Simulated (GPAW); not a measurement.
# BaTiO3 (P4mm): the O K absorption edge, part 3 of 4

Aim: the dependence of the O K near-edge features of BaTiO3 (P4mm) on volume.

GPAW 26.7.0; X-ray absorption from dipole matrix elements to empty bands, plane-wave PAW LDA.

So far. Step 4 (Spectrum with FCH, O atom 3): The hole costs E(hole) − E(ground) = 524.24 eV, and the lowest empty level of the hole cell on the spectrum's mesh lies at 8.83 eV, which puts the zero at 533.08 eV. One term is added: -8.83 eV, since the hole is spin-paired here and a spin-polarised one costs that much less in the free atom (computed apart). The photon energy is then 524.25 eV.

The database entry behind the starting cell differs from later determinations by our own check (c/a about 0.6 % short), so it need not match the best structure at ambient conditions.

### Step 7. Reference energy of the supercell

Level of this step: plane-wave PAW DFT, LDA, self-consistent field (GPAW).

The cell changes for the next run, so it gets a reference energy of its own.

The cell differs from the one that the last finished run ended in (a 5.541 → 5.599 Å, b 5.541 → 5.599 Å, c 5.554 → 5.612 Å).

File scf.py:

```python
import numpy as np
from ase import Atoms
from ase.parallel import parprint, paropen
from gpaw import GPAW, PW, FermiDirac, Mixer, MixerDif, setup_paths
from gpaw.test import gen
setup_paths.insert(0, '.')
gen('O', name='nch1s', xcname='LDA', corehole=(1, 0, 0), write_xml=True)
from gpaw.mpi import world
world.barrier()

atoms = Atoms('Ba2Ti2O6',
    cell=[[-3.95939522, 3.95939522, 0],
     [-3.95939522, -3.95939522, 0],
     [3.95939522, 0, 3.97741137]],
    scaled_positions=[[0, 0, 0],
     [0.5, 0.5, 0],
     [0.245, 0.745, 0.49],
     [0.745, 0.245, 0.49],
     [0.5085, 0.0085, 0.517],
     [0.0085, 0.5085, 0.517],
     [0.0085, 0.0085, 0.517],
     [0.5085, 0.5085, 0.517],
     [0.0095, 0.5095, 0.019],
     [0.5095, 0.0095, 0.019]],
    pbc=True)
atoms.calc = calc = GPAW(legacy_gpaw=True, mode=PW(500, force_complex_dtype=True), xc='LDA', setups={4: 'nch1s'},
    kpts={'size': (4, 4, 4), 'gamma': True}, occupations=FermiDirac(0.02),
    charge=0, mixer=Mixer(0.1, 5, 50), maxiter=150,
    convergence={'density': 0.0001, 'eigenstates': 1e-6}, txt='scf.txt')
energy = atoms.get_potential_energy() + calc.get_reference_energy()
ef = calc.get_fermi_level()
out = dict(energy=energy, fermi=ef, forces=atoms.get_forces().tolist())
parprint(f'all-electron energy {energy:.4f} eV, Fermi level {ef:.4f} eV')
ev = np.array([[calc.get_eigenvalues(k, s) for k in range(len(calc.get_ibz_k_points()))] for s in range(calc.get_number_of_spins())])
out['homo'], out['lumo'], out['counts'] = ev[ev < ef].max(), ev[ev > ef].min(), sorted(set((ev < ef).sum((0, 2)).tolist()))
out['filled'] = (ev[:, 0] < ef).sum(1).tolist()
import json
with paropen('out.json', 'w') as f:
    json.dump(out, f)
```

Command:

```bash
OMP_NUM_THREADS=1 mpirun -n 4 gpaw python scf.py
```

Numbers of over 12 decimals in the logs are rounded to 6 here.

The log of the run:

```text
Input parameters:
  convergence: {density: 0.0001,
                eigenstates: 1e-06}
  kpts: {gamma: True,
         size: (4, 4, 4)}
  maxiter: 150
  mixer: {backend: pulay,
          beta: 0.1,
          method: separate,
          nmaxold: 5,
          weight: 50}
  mode: {ecut: 500.0,
         force_complex_dtype: True,
         name: pw}
  occupations: {fixmagmom: False,
                name: fermi-dirac,
[...]
2s(2) :    -0.872866     1.079797
*s    :     0.127134
2p(4) :    -0.337925     0.876472
*p    :     0.662075
*d    :     0.000000
--------------------------------

Diagonalizing with gridspacing h=0.050

state   all-electron     PAW
-------------------------------
2s:      -0.872866    -0.873954
2p:      -0.337925    -0.341740
*d:                    0.050276
*f:                    0.077289
-------------------------------
all-electron energy -500815.8123 eV, Fermi level 8.4700 eV
[key lines of the parts left out:]
Converged after 15 iterations.
Dipole moment: (3.724444, -0.000000, -5.311625) |e|*Ang
Free energy:    -84.918699
Fermi level: 8.46999
```

Run time: 28 s. Hardware: 4 MPI ranks of Intel Xeon Platinum 8488C (Sapphire Rapids), shared host; peak memory 0.27 GiB; 1.8 min of CPU time.

Reference energy: -500815.812 eV with the cores included.

### Step 8. Spectrum with FCH, O atom 3

Shorter bonds are expected to push antibonding states and scattering resonances up, and longer ones down; the cell is scaled to test that.

Changed against the first core-hole run: volume scale from 1 to 0.97.

File xas.py:

```python
import numpy as np
from ase import Atoms
from ase.parallel import parprint, paropen
from gpaw import GPAW, PW, FermiDirac, Mixer, MixerDif, setup_paths
from gpaw.test import gen
setup_paths.insert(0, '.')
gen('O', name='fch1s', xcname='LDA', corehole=(1, 0, 1), write_xml=True)
from gpaw.mpi import world
world.barrier()

atoms = Atoms('Ba2Ti2O6',
    cell=[[-3.95939522, 3.95939522, 0],
     [-3.95939522, -3.95939522, 0],
     [3.95939522, 0, 3.97741137]],
    scaled_positions=[[0, 0, 0],
     [0.5, 0.5, 0],
     [0.245, 0.745, 0.49],
     [0.745, 0.245, 0.49],
     [0.5085, 0.0085, 0.517],
     [0.0085, 0.5085, 0.517],
     [0.0085, 0.0085, 0.517],
     [0.5085, 0.5085, 0.517],
     [0.0095, 0.5095, 0.019],
     [0.5095, 0.0095, 0.019]],
    pbc=True)
atoms.calc = calc = GPAW(legacy_gpaw=True, mode=PW(500, force_complex_dtype=True), xc='LDA', setups={4: 'fch1s'},
    kpts={'size': (4, 4, 4), 'gamma': True}, occupations=FermiDirac(0.02),
    charge=0, mixer=Mixer(0.1, 5, 50), maxiter=150,
    convergence={'density': 0.0001, 'eigenstates': 1e-6}, txt='scf.txt')
energy = atoms.get_potential_energy() + calc.get_reference_energy()
ef = calc.get_fermi_level()
out = dict(energy=energy, fermi=ef, forces=atoms.get_forces().tolist())
parprint(f'all-electron energy {energy:.4f} eV, Fermi level {ef:.4f} eV')
ev = np.array([[calc.get_eigenvalues(k, s) for k in range(len(calc.get_ibz_k_points()))] for s in range(calc.get_number_of_spins())])
out['homo'], out['lumo'], out['counts'] = ev[ev < ef].max(), ev[ev > ef].min(), sorted(set((ev < ef).sum((0, 2)).tolist()))
out['filled'] = (ev[:, 0] < ef).sum(1).tolist()

from ase.units import Ha
from gpaw.xas import dipole_matrix_elements
nb = int(calc.get_number_of_electrons() / 2) + 87
top, nb = nb, nb + 8 + nb // 12
nscf = calc.fixed_density(kpts={'size': (6, 6, 6), 'gamma': True}, nbands=nb,
    convergence={'bands': top, 'eigenstates': 5e-3}, maxiter=60, txt='nscf.txt')
cell = atoms.cell.array
ops = [cell.T @ U.T @ np.linalg.inv(cell.T) for U in nscf.wfs.kd.symmetry.op_scc]
filled = [40]  # bands filled in the ground state, by spin
E = np.arange(-6, 34, 0.1)
fwhm = np.interp(E, [4, 25], [0.9, 3.5])
Y, X, zero, highest = 0, 0, 1e9, 1e9
for spin in range(nscf.get_number_of_spins()):
    wfs = nscf.wfs
    mine = wfs.bd.get_slice()  # this rank's bands
    A = dipole_matrix_elements(wfs.setups[4])
    eps = np.zeros((wfs.kd.nibzkpts, nb))
    d = np.zeros((3, A.shape[1], wfs.kd.nibzkpts, nb), complex)
    for kpt in wfs.kpt_u:
        if kpt.s == spin and 4 in kpt.P_ani:
            eps[kpt.k, mine] = kpt.eps_n * Ha
            d[:, :, kpt.k, mine] = (kpt.weight * wfs.nspins / 2) ** 0.5 * np.inner(A, kpt.P_ani[4])
    world.sum(eps)
    world.sum(d)
    T = np.einsum('amkn,bmkn->abkn', d, d.conj()).real
    T = sum(np.einsum('ai,ijkn,bj->abkn', R, T, R) for R in ops) / len(ops)
    empty = np.ones_like(eps, bool) & (np.arange(nb) >= filled[spin])
    zero, highest = min(zero, eps[empty].min()), min(highest, eps[:, top - 1].min())
    lines = [(eps, T, empty)] if spin == 0 else lines + [(eps, T, empty)]
for eps, T, empty in lines:
    f = np.einsum('aakn->akn', T).reshape(3, -1)
    x = eps.ravel() - zero
    w = np.interp(x, E, fwhm) / 2.35482
    g = np.exp(-0.5 * ((E[:, None] - x) / w) ** 2) / (w * (2 * np.pi) ** 0.5)
    Y = Y + (f * empty.ravel()) @ g.T
    X = X + (f * ~empty.ravel()) @ g.T
out.update(E=E.round(2).tolist(), xas=Y.tolist(), xes=X.tolist(), zero=zero, valid=highest - zero, nk=len(eps), nb=nb)
for i in range(0, len(E), 10):
    parprint(f'{E[i]:7.2f}', *(f'{v:10.3e}' for v in Y[:, i]))
import json
with paropen('out.json', 'w') as f:
    json.dump(out, f)
```

Command:

```bash
OMP_NUM_THREADS=1 mpirun -n 4 gpaw python xas.py
```

The log of the run:

```text
Input parameters:
  convergence: {density: 0.0001,
                eigenstates: 1e-06}
  kpts: {gamma: True,
         size: (4, 4, 4)}
  maxiter: 150
  mixer: {backend: pulay,
          beta: 0.1,
          method: separate,
          nmaxold: 5,
          weight: 50}
  mode: {ecut: 500.0,
         force_complex_dtype: True,
         name: pw}
  occupations: {fixmagmom: False,
                name: fermi-dirac,
[...]
*p    :    -0.067100
*d    :     0.000000
--------------------------------

Diagonalizing with gridspacing h=0.050

state   all-electron     PAW
-------------------------------
2s:      -1.594915    -1.596334
2p:      -1.067100    -1.073375
*d:                   -0.060686
*f:                   -0.013559
-------------------------------
all-electron energy -500291.9301 eV, Fermi level 8.3664 eV
[...]
32.00  5.310e-05  7.378e-05  7.439e-05
  33.00  7.365e-05  6.828e-05  6.891e-05
[key lines of the parts left out:]
Converged after 18 iterations.
Dipole moment: (3.832603, 0.097997, -5.301248) |e|*Ang
Free energy:   -111.703210
Fermi level: 8.36637
```

The job ended after 1.9 min (4 MPI ranks; peak memory 0.52 GiB; 7.7 min of CPU time).

| E (eV) | first run | this run |
| --- | --- | --- |
| -2.0 | 0.00 | 0.00 |
| -1.0 | 0.00 | 0.00 |
| 0.0 | 0.07 | 0.07 |
| 1.0 | 0.98 | 0.89 |
| 2.0 | 0.80 | 0.88 |
| 3.0 | 0.83 | 0.74 |
| 4.0 | 0.86 | 0.82 |
| 5.0 | 1.53 | 1.53 |
| 6.0 | 1.43 | 1.51 |
| 7.0 | 1.48 | 1.49 |
| 8.0 | 0.70 | 0.80 |
| 9.0 | 0.29 | 0.28 |
| 10.0 | 0.50 | 0.40 |
| 11.0 | 1.06 | 0.89 |
| 12.0 | 1.59 | 1.46 |
| 13.0 | 1.58 | 1.60 |
| 14.0 | 1.32 | 1.36 |
| 15.0 | 1.23 | 1.26 |
| 16.0 | 1.05 | 1.16 |
| 17.0 | 0.86 | 0.95 |
| 18.0 | 0.80 | 0.82 |
| 19.0 | 0.69 | 0.72 |
| 20.0 | 0.53 | 0.56 |
| 21.0 | 0.43 | 0.43 |
| 22.0 | 0.42 | 0.40 |
| 23.0 | 0.45 | 0.43 |
| 24.0 | 0.47 | 0.45 |
| 25.0 | 0.51 | 0.48 |
| 26.0 | 0.58 | 0.53 |
| 27.0 | 0.66 | 0.61 |
| 28.0 | 0.77 | 0.70 |
| 29.0 | 0.87 | 0.81 |
| 30.0 | 0.97 | 0.91 |
| 31.0 | 1.05 | 0.99 |
| 32.0 | 1.10 | 1.06 |

The scaled spectrum changes by 8 % r.m.s. Another feature, at 5.4 eV (1.68), becomes the highest below 16 eV; the one at 12.5 eV (1.66) is now at 12.7 eV (1.62).

The photon energy of the zero moves by +0.06 eV.

### Step 9. Reference energy of the supercell

The cell changes for the next run, so it gets a reference energy of its own.

The cell differs from the one that the last finished run ended in (a 5.599 → 5.713 Å, b 5.599 → 5.713 Å, c 5.612 → 5.726 Å).

Edit scf.py of step 7 so:

```diff
@@ -11,5 +11,5 @@
 atoms = Atoms('Ba2Ti2O6',
-    cell=[[-3.95939522, 3.95939522, 0],
-     [-3.95939522, -3.95939522, 0],
-     [3.95939522, 0, 3.97741137]],
+    cell=[[-4.03940456, 4.03940456, 0],
+     [-4.03940456, -4.03940456, 0],
+     [4.03940456, 0, 4.05778477]],
     scaled_positions=[[0, 0, 0],
```

Command:

```bash
OMP_NUM_THREADS=1 mpirun -n 4 gpaw python scf.py
```

The log of the run:

```text
Input parameters:
  convergence: {density: 0.0001,
                eigenstates: 1e-06}
  kpts: {gamma: True,
         size: (4, 4, 4)}
  maxiter: 150
  mixer: {backend: pulay,
          beta: 0.1,
          method: separate,
          nmaxold: 5,
          weight: 50}
  mode: {ecut: 500.0,
         force_complex_dtype: True,
         name: pw}
  occupations: {fixmagmom: False,
                name: fermi-dirac,
[...]
2s(2) :    -0.872866     1.079797
*s    :     0.127134
2p(4) :    -0.337925     0.876472
*p    :     0.662075
*d    :     0.000000
--------------------------------

Diagonalizing with gridspacing h=0.050

state   all-electron     PAW
-------------------------------
2s:      -0.872866    -0.873954
2p:      -0.337925    -0.341740
*d:                    0.050276
*f:                    0.077289
-------------------------------
all-electron energy -500815.5207 eV, Fermi level 7.7842 eV
[key lines of the parts left out:]
Converged after 16 iterations.
Dipole moment: (3.880221, -0.000000, -5.521204) |e|*Ang
Free energy:    -84.627037
Fermi level: 7.78418
```

It took 30 s on 4 MPI ranks; peak memory 0.27 GiB.

Reference energy: -500815.521 eV with the cores included.

### Step 10. Spectrum with FCH, O atom 3

Shorter bonds are expected to push antibonding states and scattering resonances up, and longer ones down; the cell is scaled to test that.

Changed against the first core-hole run: volume scale from 1 to 1.03.

Edit xas.py of step 8 so:

```diff
@@ -11,5 +11,5 @@
 atoms = Atoms('Ba2Ti2O6',
-    cell=[[-3.95939522, 3.95939522, 0],
-     [-3.95939522, -3.95939522, 0],
-     [3.95939522, 0, 3.97741137]],
+    cell=[[-4.03940456, 4.03940456, 0],
+     [-4.03940456, -4.03940456, 0],
+     [4.03940456, 0, 4.05778477]],
     scaled_positions=[[0, 0, 0],
@@ -39,3 +39,3 @@
 from gpaw.xas import dipole_matrix_elements
-nb = int(calc.get_number_of_electrons() / 2) + 87
+nb = int(calc.get_number_of_electrons() / 2) + 92
 top, nb = nb, nb + 8 + nb // 12
```

Command:

```bash
OMP_NUM_THREADS=1 mpirun -n 4 gpaw python xas.py
```

The log of the run:

```text
Input parameters:
  convergence: {density: 0.0001,
                eigenstates: 1e-06}
  kpts: {gamma: True,
         size: (4, 4, 4)}
  maxiter: 150
  mixer: {backend: pulay,
          beta: 0.1,
          method: separate,
          nmaxold: 5,
          weight: 50}
  mode: {ecut: 500.0,
         force_complex_dtype: True,
         name: pw}
  occupations: {fixmagmom: False,
                name: fermi-dirac,
[...]
*p    :    -0.067100
*d    :     0.000000
--------------------------------

Diagonalizing with gridspacing h=0.050

state   all-electron     PAW
-------------------------------
2s:      -1.594915    -1.596334
2p:      -1.067100    -1.073375
*d:                   -0.060686
*f:                   -0.013559
-------------------------------
all-electron energy -500290.9434 eV, Fermi level 7.6099 eV
[...]
32.00  7.967e-05  6.646e-05  6.713e-05
  33.00  1.074e-04  5.556e-05  5.626e-05
[key lines of the parts left out:]
Converged after 16 iterations.
Dipole moment: (3.991983, 0.101349, -5.510206) |e|*Ang
Free energy:   -110.716488
Fermi level: 7.60994
```

Elapsed: 2.6 min, on 4 MPI ranks; peak memory 0.53 GiB.

| E (eV) | first run | this run |
| --- | --- | --- |
| -2.0 | 0.00 | 0.00 |
| -1.0 | 0.00 | 0.00 |
| 0.0 | 0.07 | 0.08 |
| 1.0 | 0.98 | 1.06 |
| 2.0 | 0.80 | 0.76 |
| 3.0 | 0.83 | 0.86 |
| 4.0 | 0.86 | 0.94 |
| 5.0 | 1.53 | 1.45 |
| 6.0 | 1.43 | 1.43 |
| 7.0 | 1.48 | 1.45 |
| 8.0 | 0.70 | 0.60 |
| 9.0 | 0.29 | 0.32 |
| 10.0 | 0.50 | 0.62 |
| 11.0 | 1.06 | 1.24 |
| 12.0 | 1.59 | 1.69 |
| 13.0 | 1.58 | 1.53 |
| 14.0 | 1.32 | 1.29 |
| 15.0 | 1.23 | 1.17 |
| 16.0 | 1.05 | 0.94 |
| 17.0 | 0.86 | 0.82 |
| 18.0 | 0.80 | 0.79 |
| 19.0 | 0.69 | 0.66 |
| 20.0 | 0.53 | 0.50 |
| 21.0 | 0.43 | 0.43 |
| 22.0 | 0.42 | 0.44 |
| 23.0 | 0.45 | 0.47 |
| 24.0 | 0.47 | 0.50 |
| 25.0 | 0.51 | 0.55 |
| 26.0 | 0.58 | 0.62 |
| 27.0 | 0.66 | 0.72 |
| 28.0 | 0.77 | 0.83 |
| 29.0 | 0.87 | 0.93 |
| 30.0 | 0.97 | 1.02 |
| 31.0 | 1.05 | 1.09 |
| 32.0 | 1.10 | 1.14 |

Against the first run the r.m.s. difference is 7 %. The highest intensity below 16 eV goes from 12.5 eV (1.66) to 12.2 eV (1.70).

The photon energy of the zero moves by -0.06 eV.

### Step 11. Supercell without a hole, the energy reference

The cell changes for the next run, so it gets a reference energy of its own.

The cell differs from the one that the last finished run ended in (a 5.713 → 5.768 Å, b 5.713 → 5.768 Å, c 5.726 → 5.781 Å).

Edit scf.py of step 9 so:

```diff
@@ -11,5 +11,5 @@
 atoms = Atoms('Ba2Ti2O6',
-    cell=[[-4.03940456, 4.03940456, 0],
-     [-4.03940456, -4.03940456, 0],
-     [4.03940456, 0, 4.05778477]],
+    cell=[[-4.07824737, 4.07824737, 0],
+     [-4.07824737, -4.07824737, 0],
+     [4.07824737, 0, 4.09680432]],
     scaled_positions=[[0, 0, 0],
```

Command:

```bash
OMP_NUM_THREADS=1 mpirun -n 4 gpaw python scf.py
```

The log of the run:

```text
Input parameters:
  convergence: {density: 0.0001,
                eigenstates: 1e-06}
  kpts: {gamma: True,
         size: (4, 4, 4)}
  maxiter: 150
  mixer: {backend: pulay,
          beta: 0.1,
          method: separate,
          nmaxold: 5,
          weight: 50}
  mode: {ecut: 500.0,
         force_complex_dtype: True,
         name: pw}
  occupations: {fixmagmom: False,
                name: fermi-dirac,
[...]
2s(2) :    -0.872866     1.079797
*s    :     0.127134
2p(4) :    -0.337925     0.876472
*p    :     0.662075
*d    :     0.000000
--------------------------------

Diagonalizing with gridspacing h=0.050

state   all-electron     PAW
-------------------------------
2s:      -0.872866    -0.873954
2p:      -0.337925    -0.341740
*d:                    0.050276
*f:                    0.077289
-------------------------------
all-electron energy -500815.1994 eV, Fermi level 7.4529 eV
[key lines of the parts left out:]
Converged after 16 iterations.
Dipole moment: (3.954822, -0.000000, -5.623888) |e|*Ang
Free energy:    -84.305722
Fermi level: 7.45286
```

The job ended after 38 s (4 MPI ranks; peak memory 0.26 GiB; 2.5 min of CPU time).

Reference energy: -500815.199 eV with the cores included.

[end of part 3 of 4]

[Banner, clock and machine lines of the logs are left out without a mark of their own.]

[Logs are printed without paths, hosts, clocks, repeated set-up lines and the standing remarks that a program may print on its own settings, such as how far it seeks lower states.]

[Hosts, paths, dates, database ids (printed as entryN), source tags and the programs' standing remarks are cut or masked in the printed files.]

[Lists of maxima count a maximum above −3 eV only where it reaches 4 % of the highest in the window and stands out from its surroundings by 2 % of it (1.5 % where it reaches 55 %); shoulders and weaker maxima are passed over, and of the rest the first, up to two pre-edge ones and the few strongest are named.]
